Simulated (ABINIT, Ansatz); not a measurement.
# Titanium (P6_3/mmc): phonons by linear response, part 3 of 4

Aim: the phonon dispersion of Titanium (P6_3/mmc), checked by a second program.

ABINIT 10.8.3; DFT PBEsol, scalar-relativistic, plane waves, PseudoDojo norm-conserving pseudopotentials.

So far. Step 3 (Relaxing the cell and atoms): The volume changes by -5.0 % in this run and stands -5.0 % from the first cell. Step 5 (Linear response at Γ): The acoustic modes at Γ come out as far as 7.1 cm⁻¹ from zero, where they should vanish, a small numerical error. The relaxed cell has a = 2.902, c = 4.594 Å (conventional setting).

## 7. Interpolated phonon bands

anaddb transforms the dynamical matrices to force constants and back along the path; points of the mesh come back as solved, but for the sum rule and, in polar crystals, the LO-TO term at Γ; the rest is interpolation.

File anaddb.abi:

```
ddb_filepath "all_DDB"
output_file "anaddb.abo"
outdata_prefix "anaddb"
ifcflag 1
ngqpt 3 3 2
nqshft 1
q1shft 0.0 0.0 0.0
asr 1
chneut 0
dipdip 0
dipquad 0
quadquad 0
enunit 0
eivec 0
nph1l 93
qph1l 
    0.0 0.0 0.0 1.0
    0.05 0.0 0.0 1.0
    0.1 0.0 0.0 1.0
    0.15 0.0 0.0 1.0
    0.2 0.0 0.0 1.0
    0.25 0.0 0.0 1.0
    0.3 0.0 0.0 1.0
    0.35 0.0 0.0 1.0
    0.4 0.0 0.0 1.0
    0.45 0.0 0.0 1.0
    0.5 0.0 0.0 1.0
    0.48333333 0.03333333 0.0 1.0
    0.46666667 0.06666667 0.0 1.0
    0.45 0.1 0.0 1.0
    0.43333333 0.13333333 0.0 1.0
    0.41666667 0.16666667 0.0 1.0
    0.4 0.2 0.0 1.0
    0.38333333 0.23333333 0.0 1.0
    0.36666667 0.26666667 0.0 1.0
    0.35 0.3 0.0 1.0
    0.33333333 0.33333333 0.0 1.0
    0.3 0.3 0.0 1.0
    0.26666667 0.26666667 0.0 1.0
    0.23333333 0.23333333 0.0 1.0
    0.2 0.2 0.0 1.0
    0.16666667 0.16666667 0.0 1.0
    0.13333333 0.13333333 0.0 1.0
    0.1 0.1 0.0 1.0
    0.06666667 0.06666667 0.0 1.0
    0.03333333 0.03333333 0.0 1.0
    0.0 0.0 0.0 1.0
    0.0 0.0 0.05 1.0
    0.0 0.0 0.1 1.0
    0.0 0.0 0.15 1.0
    0.0 0.0 0.2 1.0
    0.0 0.0 0.25 1.0
    0.0 0.0 0.3 1.0
    0.0 0.0 0.35 1.0
    0.0 0.0 0.4 1.0
    0.0 0.0 0.45 1.0
    0.0 0.0 0.5 1.0
    0.05 0.0 0.5 1.0
    0.1 0.0 0.5 1.0
    0.15 0.0 0.5 1.0
    0.2 0.0 0.5 1.0
    0.25 0.0 0.5 1.0
    0.3 0.0 0.5 1.0
    0.35 0.0 0.5 1.0
    0.4 0.0 0.5 1.0
    0.45 0.0 0.5 1.0
    0.5 0.0 0.5 1.0
    0.48333333 0.03333333 0.5 1.0
    0.46666667 0.06666667 0.5 1.0
    0.45 0.1 0.5 1.0
    0.43333333 0.13333333 0.5 1.0
    0.41666667 0.16666667 0.5 1.0
    0.4 0.2 0.5 1.0
    0.38333333 0.23333333 0.5 1.0
    0.36666667 0.26666667 0.5 1.0
    0.35 0.3 0.5 1.0
    0.33333333 0.33333333 0.5 1.0
    0.3 0.3 0.5 1.0
    0.26666667 0.26666667 0.5 1.0
    0.23333333 0.23333333 0.5 1.0
    0.2 0.2 0.5 1.0
    0.16666667 0.16666667 0.5 1.0
    0.13333333 0.13333333 0.5 1.0
    0.1 0.1 0.5 1.0
    0.06666667 0.06666667 0.5 1.0
    0.03333333 0.03333333 0.5 1.0
    0.0 0.0 0.5 1.0
    0.5 0.0 0.5 1.0
    0.5 0.0 0.45 1.0
    0.5 0.0 0.4 1.0
    0.5 0.0 0.35 1.0
    0.5 0.0 0.3 1.0
    0.5 0.0 0.25 1.0
    0.5 0.0 0.2 1.0
    0.5 0.0 0.15 1.0
    0.5 0.0 0.1 1.0
    0.5 0.0 0.05 1.0
    0.5 0.0 0.0 1.0
    0.33333333 0.33333333 0.5 1.0
    0.33333333 0.33333333 0.45 1.0
    0.33333333 0.33333333 0.4 1.0
    0.33333333 0.33333333 0.35 1.0
    0.33333333 0.33333333 0.3 1.0
    0.33333333 0.33333333 0.25 1.0
    0.33333333 0.33333333 0.2 1.0
    0.33333333 0.33333333 0.15 1.0
    0.33333333 0.33333333 0.1 1.0
    0.33333333 0.33333333 0.05 1.0
    0.33333333 0.33333333 0.0 1.0
```

File mrgddb.in:

```
all_DDB
merged
6
dfpt_gammao_DDB
dfpt_qo_DS1_DDB
dfpt_qo_DS2_DDB
dfpt_qo_DS3_DDB
dfpt_qo_DS4_DDB
dfpt_qo_DS5_DDB
```

The run is started by

```console
mrgddb < mrgddb.in > mrgddb.log
OMP_NUM_THREADS=1 anaddb anaddb.abi > anaddb.log
```

anaddb.abo, the main output file:

```text
[banners, grids, parts of the stress and lines that vanish by symmetry left out]
-outvars_anaddb: echo values of input variables ----------------------

 Flags :
[...]
Phonon wavevector (reduced coordinates) :  0.00000  0.00000  0.00000
 Phonon energies in Hartree :
[...]
Phonon frequencies in cm-1    :
-  0.000000E+00  0.000000E+00  0.000000E+00  1.165333E+02  1.165333E+02
-  2.035552E+02
[...]
Phonon wavevector (reduced coordinates) :  0.05000  0.00000  0.00000
 Phonon energies in Hartree :
[...]
Phonon frequencies in cm-1    :
-  1.535077E+01  1.587132E+01  3.278937E+01  1.212893E+02  1.240469E+02
-  2.042607E+02
[...]
Phonon wavevector (reduced coordinates) :  0.10000  0.00000  0.00000
 Phonon energies in Hartree :
[...]
Phonon frequencies in cm-1    :
-  3.076518E+01  3.178474E+01  6.625635E+01  1.338906E+02  1.428254E+02
-  2.061738E+02
[...]
Phonon wavevector (reduced coordinates) :  0.15000  0.00000  0.00000
 Phonon energies in Hartree :
[...]
Phonon frequencies in cm-1    :
-  4.556762E+01  4.773484E+01  9.981482E+01  1.509775E+02  1.663615E+02
-  2.087516E+02
[...]
Phonon wavevector (reduced coordinates) :  0.20000  0.00000  0.00000
 Phonon energies in Hartree :
[...]
Phonon frequencies in cm-1    :
-  5.881277E+01  6.362720E+01  1.322132E+02  1.695990E+02  1.901209E+02
-  2.112781E+02
[...]
Phonon wavevector (reduced coordinates) :  0.25000  0.00000  0.00000
 Phonon energies in Hartree :
[...]
Phonon frequencies in cm-1    :
-  6.982275E+01  7.924049E+01  1.622302E+02  1.876973E+02  2.115711E+02
-  2.130639E+02
  Phonon wavevector (reduced coordinates) :  0.30000  0.00000  0.00000
 Phonon energies in Hartree :
[...]
Phonon frequencies in cm-1    :
-  7.832139E+01  9.418167E+01  1.888744E+02  2.038948E+02  2.136259E+02
-  2.293059E+02
  Phonon wavevector (reduced coordinates) :  0.35000  0.00000  0.00000
 Phonon energies in Hartree :
[...]
Phonon frequencies in cm-1    :
-  8.437771E+01  1.078219E+02  2.113850E+02  2.128365E+02  2.172657E+02
-  2.425341E+02
  Phonon wavevector (reduced coordinates) :  0.40000  0.00000  0.00000
 Phonon energies in Hartree :
[...]
Phonon frequencies in cm-1    :
-  8.828732E+01  1.192103E+02  2.110501E+02  2.271952E+02  2.291730E+02
-  2.508530E+02
  Phonon wavevector (reduced coordinates) :  0.45000  0.00000  0.00000
 Phonon energies in Hartree :
[...]
Phonon frequencies in cm-1    :
-  9.042627E+01  1.270285E+02  2.091608E+02  2.332947E+02  2.416416E+02
-  2.542589E+02
  Phonon wavevector (reduced coordinates) :  0.50000  0.00000  0.00000
 Phonon energies in Hartree :
[...]
Phonon frequencies in cm-1    :
-  9.110024E+01  1.298592E+02  2.083343E+02  2.353505E+02  2.469453E+02
-  2.542796E+02
  Phonon wavevector (reduced coordinates) :  0.48333  0.03333  0.00000
 Phonon energies in Hartree :
[...]
Phonon frequencies in cm-1    :
-  9.354301E+01  1.304578E+02  2.079755E+02  2.325139E+02  2.497883E+02
-  2.537789E+02
  Phonon wavevector (reduced coordinates) :  0.46667  0.06667  0.00000
 Phonon energies in Hartree :
[...]
Phonon frequencies in cm-1    :
-  1.004234E+02  1.322293E+02  2.069013E+02  2.272241E+02  2.522910E+02
-  2.550906E+02
  Phonon wavevector (reduced coordinates) :  0.45000  0.10000  0.00000
 Phonon energies in Hartree :
[...]
Phonon frequencies in cm-1    :
-  1.106689E+02  1.351034E+02  2.051187E+02  2.216042E+02  2.498583E+02
-  2.607080E+02
[...]
Phonon wavevector (reduced coordinates) :  0.10000  0.00000  0.50000
 Phonon energies in Hartree :
[...]
Phonon frequencies in cm-1    :
-  1.004279E+02  1.004279E+02  1.064752E+02  1.064752E+02  1.984857E+02
-  1.984857E+02
  Phonon wavevector (reduced coordinates) :  0.15000  0.00000  0.50000
 Phonon energies in Hartree :
[...]
Phonon frequencies in cm-1    :
-  1.133968E+02  1.133968E+02  1.230404E+02  1.230404E+02  2.057286E+02
-  2.057286E+02
  Phonon wavevector (reduced coordinates) :  0.20000  0.00000  0.50000
 Phonon energies in Hartree :
[...]
Phonon frequencies in cm-1    :
-  1.274335E+02  1.274335E+02  1.382366E+02  1.382366E+02  2.158690E+02
-  2.158690E+02
  Phonon wavevector (reduced coordinates) :  0.25000  0.00000  0.50000
 Phonon energies in Hartree :
[...]
Phonon frequencies in cm-1    :
-  1.408485E+02  1.408485E+02  1.499019E+02  1.499019E+02  2.281956E+02
-  2.281956E+02
  Phonon wavevector (reduced coordinates) :  0.30000  0.00000  0.50000
 Phonon energies in Hartree :
[...]
Phonon frequencies in cm-1    :
-  1.525823E+02  1.525823E+02  1.578079E+02  1.578079E+02  2.411525E+02
-  2.411525E+02
  Phonon wavevector (reduced coordinates) :  0.35000  0.00000  0.50000
 Phonon energies in Hartree :
[...]
Phonon frequencies in cm-1    :
-  1.620297E+02  1.620297E+02  1.627179E+02  1.627179E+02  2.529546E+02
-  2.529546E+02
[...]
Phonon wavevector (reduced coordinates) :  0.33333  0.33333  0.05000
 Phonon energies in Hartree :
[...]
Phonon frequencies in cm-1    :
-  1.682696E+02  1.682696E+02  1.975314E+02  1.975314E+02  2.213600E+02
-  2.833050E+02
  Phonon wavevector (reduced coordinates) :  0.33333  0.33333  0.00000
 Phonon energies in Hartree :
[...]
Phonon frequencies in cm-1    :
-  1.743061E+02  1.743061E+02  1.918604E+02  1.918604E+02  2.210307E+02
-  2.837353E+02
-
```

It took 0.54 s on 1 thread of Arm Neoverse V1, shared host.

Numbers from this step:

* lowest frequency on the path: 0 cm⁻¹

Anaddb. The phonon branches at the labelled points (cm⁻¹):

| point | branch 1 | branch 2 | branch 3 | branch 4 | branch 5 | branch 6 |
| --- | --- | --- | --- | --- | --- | --- |
| Γ | 0 | 0 | 0 | 116 | 116 | 204 |
| halfway | 70 | 79 | 162 | 188 | 212 | 213 |
| M | 91 | 130 | 208 | 235 | 247 | 254 |
| halfway | 137 | 144 | 200 | 211 | 242 | 271 |
| K | 174 | 174 | 192 | 192 | 221 | 284 |
| halfway | 92 | 117 | 144 | 213 | 219 | 220 |
| Γ | 0 | 0 | 0 | 116 | 116 | 204 |
| halfway | 49 | 49 | 110 | 110 | 120 | 209 |
| A | 87 | 87 | 87 | 87 | 193 | 193 |
| halfway | 141 | 141 | 150 | 150 | 228 | 228 |
| L | 167 | 167 | 174 | 174 | 270 | 270 |
| halfway | 106 | 106 | 225 | 225 | 267 | 267 |
| H | 69 | 69 | 250 | 250 | 261 | 261 |
| halfway | 118 | 118 | 186 | 186 | 235 | 235 |
| A | 87 | 87 | 87 | 87 | 193 | 193 |
| jump to L | 167 | 167 | 174 | 174 | 270 | 270 |
| halfway | 120 | 153 | 190 | 219 | 256 | 262 |
| M | 91 | 130 | 208 | 235 | 247 | 254 |
| jump to H | 69 | 69 | 250 | 250 | 261 | 261 |
| halfway | 118 | 118 | 229 | 237 | 237 | 274 |
| K | 174 | 174 | 192 | 192 | 221 | 284 |

The phonon branches as a text plot (rows in cm⁻¹):

```
    278 |          *****                                       **
    266 |         *     *                *********       **  **
    254 |      ***                      *      *          ****
    242 |     * * **    **             *      * * *         ***
    231 |    * ***  * ** *            *      *   * *       ** *
    219 |    **   *  *                      *       *     *    **
    207 |***********    **********   *            *  *   *  *
    195 |   *      *** *  *       ***      *          *** **    *
    183 |    *      * **          *                *     *
    171 |  **       ** **  *             **                     *
    160 |           * * ** *     *     ***          *    *
    148 | **       *   *    *         **   *              *    *
    136 | * *    **      *  *         *              *   * *
    124 |*     ** *     * *  *  *    *      *      **     * *
    112 |     *          *    ***   **            *  **
    100 |  *               *     *  *                 **   *  *
     89 |    *****        *       **         *   *     **   *
     77 |    *            * *     *           * *            *
     65 | * *              *     *             *
     53 |  **              *   **
     41 |  *                **
     30 |**
     18 |*                   * *
      6 |                     *
         Γ      M    K        Γ   A       L    H       A|L M|H  K
```

All branches are real along the path.

## 8. Sums over the zone

Sums over the zone need many more wavevectors than were solved, so the interpolation is sampled on a dense mesh.

File anaddb.abi:

```
ddb_filepath "all_DDB"
output_file "anaddb.abo"
outdata_prefix "anaddb"
ifcflag 1
ngqpt 3 3 2
nqshft 1
q1shft 0.0 0.0 0.0
asr 1
chneut 0
dipdip 0
dipquad 0
quadquad 0
prtdos 2
ng2qpt 18 18 10
dosdeltae 4.5563e-06
ntemper 11
temperinc 100.0
tempermin 0.0
```

The run is started by

```console
OMP_NUM_THREADS=1 anaddb anaddb.abi > anaddb.log
```

anaddb.abo, the main output file:

```text
-outvars_anaddb: echo values of input variables ----------------------

 Flags :
     ifcflag         1
 Miscellaneous information :
         asr         1
      chneut         0
 Interatomic Force Constants Inputs :
      dipdip         0
     dipquad         0
    quadquad         0
      ifcana         0
      ifcout         0
 Description of grid 1 :
        brav         1
       ngqpt         3         3         2
      nqshft         1
      q1shft
                     0.00000000E+00  0.00000000E+00  0.00000000E+00
 Phonon DOS information :
   dosdeltae  4.55630000E-06
    dossmear  4.55633525E-06
 Description of grid 2 (Fourier interp. or BZ sampling):
      ng2qpt        18        18        10
      ngrids         4
      q2shft         0.00000000E+00  0.00000000E+00  0.00000000E+00

================================================================================

 read the DDB information and perform some checks

  ==== Info on the Cryst% object ====
 Real(R)+Recip(G) space primitive vectors, cartesian coordinates (Bohr,Bohr^-1):
 R(1)=  5.4848384  0.0000000  0.0000000  G(1)=  0.1823208  0.1052629  0.0000000
 R(2)= -2.7424192  4.7500094  0.0000000  G(2)=  0.0000000  0.2105259  0.0000000
 R(3)=  0.0000000  0.0000000  8.6816175  G(3)=  0.0000000  0.0000000  0.1151859
 Unit cell volume ucvol=  2.2618248E+02 bohr^3
 Angles (23,13,12)=  9.00000000E+01  9.00000000E+01  1.20000000E+02 degrees
 Time-reversal symmetry is present
 Reduced atomic positions [iatom, xred, symbol]:
    1)    0.3333333  0.6666667  0.2500000  Ti
    2)    0.6666667  0.3333333  0.7500000  Ti

 DDB file with 6 blocks has been read.

================================================================================

 Calculation of the interatomic forces

       Homogeneous q point set in the B.Z.
 Grid q points  :       18
  1)   0.00000000E+00  0.00000000E+00  0.00000000E+00
  2)   3.33333333E-01  0.00000000E+00  0.00000000E+00
  3)  -3.33333333E-01  0.00000000E+00  0.00000000E+00
  4)   0.00000000E+00  3.33333333E-01  0.00000000E+00
  5)   3.33333333E-01  3.33333333E-01  0.00000000E+00
  6)  -3.33333333E-01  3.33333333E-01  0.00000000E+00
  7)   0.00000000E+00 -3.33333333E-01  0.00000000E+00
  8)   3.33333333E-01 -3.33333333E-01  0.00000000E+00
  9)  -3.33333333E-01 -3.33333333E-01  0.00000000E+00
 10)   0.00000000E+00  0.00000000E+00  5.00000000E-01
 11)   3.33333333E-01  0.00000000E+00  5.00000000E-01
 12)  -3.33333333E-01  0.00000000E+00  5.00000000E-01
 13)   0.00000000E+00  3.33333333E-01  5.00000000E-01
 14)   3.33333333E-01  3.33333333E-01  5.00000000E-01
 15)  -3.33333333E-01  3.33333333E-01  5.00000000E-01
 16)   0.00000000E+00 -3.33333333E-01  5.00000000E-01
 17)   3.33333333E-01 -3.33333333E-01  5.00000000E-01
 18)  -3.33333333E-01 -3.33333333E-01  5.00000000E-01

 The interatomic forces have been obtained

================================================================================

 Calculation of phonon density of states

 Average speed of sound partial sums:     0.1569005728E-02 (at units)
-                                   =           3.4325 [km/s]

 Debye frequency from partial sums:     0.1003741475E-02 (Ha)
-                                 =     0.6604301643E+01 (THz)
-Debye temperature from partial sums:     0.3169564892E+03 (K)

 Average speed of sound:     0.1418513347E-02 (at units)
-                      =           3.1033 [km/s]

 Debye frequency from DOS:     0.9074668458E-03 (Ha)
-                        =     0.5970845014E+01 (THz)
-Debye temperature from DOS:     0.2865553658E+03 (K)

-
```

The job ended after 0.67 s (1 thread).

Read from the output:

* share of modes beyond 3i cm⁻¹ on the dense interpolated mesh: 0
* zero-point energy per atom: 33.36 meV
* heat capacity at 300 K: 23.33 J/(mol atoms K)
* vibrational entropy at 300 K: 31.12 J/(mol atoms K)

The phonon density of states has structure finer than the step of the table below, so its rows give means over 10 cm⁻¹, whole bins alone (the curve runs from -30 to 314 cm⁻¹). Peaks (cm⁻¹: height): 108.0: 0.0402, 186.0: 0.0358, 212.0: 0.0472, 262.0: 0.0425.

Tetrahedra. The phonon density of states by wavenumber; means over each step:

| wavenumber (cm⁻¹) | phonon density of states (1/cm⁻¹/cell) |
| --- | --- |
| 0 | 2.5e-6 |
| 10 | 7.6e-5 |
| 20 | 3.6e-4 |
| 30 | 8.6e-4 |
| 40 | 0.00160 |
| 50 | 0.00263 |
| 60 | 0.00401 |
| 70 | 0.00591 |
| 80 | 0.0102 |
| 90 | 0.0168 |
| 100 | 0.0292 |
| 110 | 0.0369 |
| 120 | 0.0306 |
| 130 | 0.0299 |
| 140 | 0.0278 |
| 150 | 0.0255 |
| 160 | 0.0226 |
| 170 | 0.0177 |
| 180 | 0.0275 |
| 190 | 0.0326 |
| 200 | 0.0306 |
| 210 | 0.0431 |
| 220 | 0.0360 |
| 230 | 0.0346 |
| 240 | 0.0361 |
| 250 | 0.0371 |
| 260 | 0.0384 |
| 270 | 0.0180 |
| 280 | 0.00275 |
| 290 | 6.5e-6 |
| 300 | 0 |

Harmonic thermodynamic functions per atom, summed over the density of states scaled to three modes an atom; melting is ignored. Thermodynamic functions:

| T (K) | F_vib (meV/atom) | S (J/mol-atom/K) | C_V (J/mol-atom/K) |
| --- | --- | --- | --- |
| 0 | 33.36 | 0 | 0 |
| 50 | 33.07 | 2.15 | 5.517 |
| 100 | 30.24 | 9.091 | 14.79 |
| 200 | 13.77 | 21.98 | 21.54 |
| 300 | -14.01 | 31.12 | 23.33 |
| 400 | -49.94 | 37.94 | 24.02 |
| 500 | -92.16 | 43.34 | 24.34 |
| 600 | -139.4 | 47.79 | 24.52 |
| 700 | -191 | 51.58 | 24.63 |
| 800 | -246.2 | 54.88 | 24.71 |
| 900 | -304.6 | 57.79 | 24.76 |
| 1000 | -365.9 | 60.4 | 24.79 |

At 300 K the heat capacity has reached 94 % of the Dulong-Petit value.

(Part 3 of 4 ends here.)

[Host names and launcher messages were left out of these logs when they were recorded.]

[Logs are printed without paths, hosts, clocks, repeated set-up lines and the standing remarks that a program may print on its own settings, such as how far it seeks lower states.]

[Hosts, paths, dates, database ids (printed as entryN), source tags and the programs' standing remarks are cut or masked in the printed files.]
